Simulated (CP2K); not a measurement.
Two runs for the C K edge of isocyanoketene. Run A: CP2K XAS_TDP, all-electron GAPW, PBEh(45%), aug-cc-pVDZ, TDA, no relativity. Run B differs in one setting.

First lines with a strength over 0.0015. A:

```csv
atom,energy (eV),states,"strength, one atom"
C1 (bonded to N),281.43,1,0.0716
,281.83,1,0.0656
,284.27,1,0.0039
,286.93,1,0.0032
,287.03,1,0.0022
"C3 (bonded to C, N and H)",282.92,1,0.0024
,284.23,1,0.0310
,285.83,1,0.0042
,286.23,1,0.0082
,287.24,1,0.0087
C4 (bonded to C and O),282.08,1,0.0740
,285.04,1,0.0688
,289.97,1,0.0030
,290.10,1,0.0029
,290.30,1,0.0028
```

B:

```
                     atom  energy (eV)  states  strength, one atom
         C1 (bonded to N)       283.39       1              0.0748
                                283.79       1              0.0688
                                286.88       1              0.0034
                                289.00       1              0.0042
                                289.16       1              0.0027
C3 (bonded to C, N and H)       285.89       1              0.0043
                                286.45       1              0.0337
                                288.08       1              0.0038
                                288.53       1              0.0132
                                289.58       1              0.0059
   C4 (bonded to C and O)       284.08       1              0.0766
                                286.89       1              0.0729
                                292.19       1              0.0022
                                292.39       1              0.0038
                                292.51       1              0.0025
```

**Question.** Which was it: the functional, scalar relativity switched on, GW2X switched on, the basis?

The functional (functional from PBEh(45%) to BHandHLYP; the lines alone don't name the new value). A functional moves all lines by electronvolts and changes their spacings and strengths. Against PBEh(45%) in aug-cc-pVDZ, the leading lines move by +1.96 eV (C1, to 283.39), +2.22 eV (C3, to 286.45) and +2.00 eV (C4, to 284.08); the strength of C1's goes from 0.0716 to 0.0748.

[Banner, clock and machine lines of the logs are left out without a mark of their own.]

[Logs are printed without paths, hosts, clocks, repeated set-up lines and the standing remarks that a program may print on its own settings, such as how far it seeks lower states.]

[Hosts, paths, dates, database ids (printed as entryN), source tags and the programs' standing remarks are cut or masked in the printed files.]
